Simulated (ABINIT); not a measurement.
# Calculated records

## A GW chain in ABINIT: SiC (F-43m)

It takes space group F-43m (No. 216, cubic). Conventional cell: a = 4.358 Å, b = 4.358 Å, c = 4.358 Å, α = 90.00°, β = 90.00°, γ = 90.00°. Nearest to Si lie 4 C at 1.89 Å. Nearest to C lie 4 Si at 1.89 Å. Farther neighbours, and contacts between anions beyond the nearest, are not listed.

```xyz
2
Lattice="0.0000 2.1790 2.1790 2.1790 0.0000 2.1790 2.1790 2.1790 0.0000" Properties=species:S:1:pos:R:3 pbc="T T T"
Si    0.0000    0.0000    0.0000
C     1.0895    1.0895    1.0895
```

```
method               : RPA screening on PBE, plane waves, norm-conserving pseudopotentials (and 2 further levels or steps)
program              : ABINIT 10.8.3
settings             : cutoff 37 Ha, PseudoDojo scalar-relativistic 0.4.1 standard, norm-conserving, potential set dojo-sr-pbe-0.4.1-standard, ngkpt (6, 6, 6), nband 99, ecuteps 8 Ha, inclvkb 2, shiftk (0, 0, 0), symchi 1, awtr 1, frequency ppm, 6×6×6 k-mesh
cost                 : 5 runs, 75 s in all on 4 MPI ranks of Intel Xeon Platinum 8375C at 2.90GHz (Ice Lake), shared host
notes                : The cell and positions come from the Crystallography Open Database and are kept as given unless a step says otherwise.
PBE gap              : 1.36 eV, indirect
G0W0 gap on the mesh : 2.09 eV
GW settings          : 6×6×6 mesh, 99 bands, screening to 217.7 eV, Godby-Needs plasmon pole
known limits         : short of the basis limit
```

G0W0 moves the gap on the mesh from 1.36 eV to 2.09 eV (+0.72 eV), with Z of 0.79 and 0.82 at the edges. Local fields lower the RPA ε∞ on this mesh from 7.74 to 7.08.

[Long decimals in the printed logs are rounded to 6 places.]

[Logs are printed without paths, hosts, clocks, repeated set-up lines and the standing remarks that a program may print on its own settings, such as how far it seeks lower states.]

[Paths, hosts, dates, memory and timing lines, banners, echoed tables and standing remarks are left out of the program output; an Ansatz launch command may be rebuilt from the run's recorded settings. Measured values are a selection of at most five: reports struck by readers or far from the other reports are left out. None is set beside runs whose start may be inverted or whose files or cutoffs have a known fault.]

[Runs of the session that timed out or met a known fault of the program may be left out.]

[Hosts, paths, dates, database ids (printed as entryN), source tags and the programs' standing remarks are cut or masked in the printed files.]

[G0W0 gaps are taken among the corrected bands and points alone; a level outside them can change the order at an edge.]

[Where Ansatz stands beside ABINIT at settings called matched, ABINIT's density can come from a denser mesh and the files from another edition; pairs whose starting gaps differed by over 0.03 eV were left out, so agreement reads better than it is.]
